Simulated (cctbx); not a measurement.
# From intensities to atoms

Cell a = 8.2250 Å, b = 8.2250 Å, c = 5.4710 Å, α = 90.00°, β = 90.00°, γ = 120.00°; space group P6_3/mcm (no. 193); content Ta6 Sn4 Zr6.

Simulated single-crystal data (cctbx): Mo Kα, λ = 0.71073 Å, to d = 0.7 Å, 70 % of the full sphere, strongest reflection 20000 counts, noise from counting, a 6 % proportional error and a noise floor of 8 counts (s.d.); no absorption, and some extinction, which the refinements don't model.

Charge flipping in P1 on plain amplitudes to 0.8 Å, δ = 1.1 σ, 30 % of the reflections treated as weak, 200 cycles:

```text
cycle      R  skewness
    0  0.561     0.36
   16  0.394     3.83
   32  0.291     4.09
   48  0.279     4.03
   64  0.276     4.02
   80  0.280     4.12
   96  0.286     4.15
  112  0.278     4.07
  128  0.289     4.12
  144  0.279     4.12
  160  0.284     4.15
  176  0.289     4.14
  192  0.281     4.14
origin shift          correlation  skewness
 0.336  0.502  0.015      0.854      6.46
 0.336  0.504  0.266      0.826      1.91
 0.719  0.891  0.266      0.839      1.57
 0.337  0.147  0.268      0.834      1.85
taken: symmetry correlation 0.854, skewness 6.46
peak      x       y       z  mult  height/sigma
Q1    0.0000  0.3824  0.7500    6     16.9
Q2    0.3333  0.6667  0.0000    4      7.0
Q3    0.0000  0.2590  0.2500    6      4.6
Q4    0.0000  0.4003  0.2500    6      1.7
Q5    0.0000  0.1247  0.2500    6      1.7
Q6    0.1597  0.4379  0.7500   12      1.6
Q7    0.1828  0.5220  0.2500   12      1.5
Q8    0.0000  0.0000  0.6008    4      1.3
```

The origin is taken among those within 0.04 of the best correlation, by the skewness of the map.

Run time: 0.89 s on 1 thread of Arm Neoverse N1 (shared host), peak memory 0.07 GiB.

**Question.** Which peaks are atoms, and which elements?

Heights go roughly as Z and multiplicities must add up to the content. First model: Q1 = Ta1 (6 in the cell, height 16.9), Q2 = Sn1 (4 in the cell, height 7.0) and Q3 = Zr1 (6 in the cell, height 4.6). Against the true structure, Q1 is Ta, Q2 is Sn and Q3 is Zr; the other peaks are not atoms.

Least squares on F², isotropic:

```text
Rint 0.051, 199 unique reflections to 0.70 A
cycle     R1     wR2    GooF  max shift (A)
   1  0.2417  0.5195  22.092   0.06054
   2  0.0161  0.0352   1.496   0.00000
final R1 0.0161 wR2 0.0352 GooF 1.496  parameters 5  data/parameter 39.8
atom        x        y        z      Ueq    occ   su(xyz)  su(Uiso or U11)
Ta1    0.00000  0.38976  0.75000   0.0034  1.000  0.00003  0.0001
Sn1    0.33333  0.66667  0.00000   0.0039  1.000  0.00000  0.0002
Zr1    0.00000  0.25193  0.25000   0.0053  1.000  0.00009  0.0002
difference map: max 1.75 min -3.01 rms 0.39
Q1    0.0000  0.3899  0.6578   12    1.78  0.50 A from Ta1
Q2    0.1993  0.4857  0.2500   12    1.20  1.80 A from Zr1
Q3    0.0912  0.1869  0.2500   12    0.90  1.12 A from Zr1
Q4    0.3333  0.6667  0.1673    8    0.87  0.92 A from Sn1
Q5    0.0000  0.0708  0.2500    6    0.83  1.49 A from Zr1
```

Anisotropic refinement:

```text
Rint 0.051, 199 unique reflections to 0.70 A
cycle     R1     wR2    GooF  max shift (A)
   1  0.0161  0.0352   1.516   0.00028
   2  0.0125  0.0247   1.064   0.00000
final R1 0.0125 wR2 0.0247 GooF 1.064  parameters 10  data/parameter 19.9
atom        x        y        z      Ueq    occ   su(xyz)  su(Uiso or U11)
Ta1    0.00000  0.38977  0.75000   0.0034  1.000  0.00002  0.0001
Sn1    0.33333  0.66667  0.00000   0.0039  1.000  0.00000  0.0001
Zr1    0.00000  0.25196  0.25000   0.0053  1.000  0.00006  0.0002
difference map: max 1.17 min -1.90 rms 0.33
Q1    0.1963  0.4863  0.2500   12    1.21  1.79 A from Zr1
Q2    0.0783  0.1914  0.7500   12    0.90  1.26 A from Zr1
Q3    0.0000  0.5000  0.0000    6    0.88  1.64 A from Ta1
Q4    0.0000  0.0760  0.2500    6    0.82  1.45 A from Zr1
Q5    0.0000  0.0000  0.0966    4    0.74  2.24 A from Zr1
Q6    0.0455  0.2272  0.6685   24    0.65  1.62 A from Ta1
```

**Reading.** The refinement ends at R1 = 0.0125, wR2 = 0.0247, GooF = 1.06, with difference density between -1.90 and 1.17 e/Å³. Every site matches the true model in element, within 0.001 Å r.m.s., up to an allowed shift of origin.

True model:

```
atom  mult.       x       y    z  Ueq (Å²)
 Ta1      6  0.6102  0.6102  1/4    0.0036
 Sn1      4     1/3     2/3    0    0.0041
 Zr1      6  0.2520  0.2520  1/4    0.0056
```

This is a model crystal, built by substitution and not relaxed, with assumed displacement parameters.

[Middle refinement cycles are left out of these outputs.]

[Logs are printed without paths, hosts, clocks, repeated set-up lines and the standing remarks that a program may print on its own settings, such as how far it seeks lower states.]
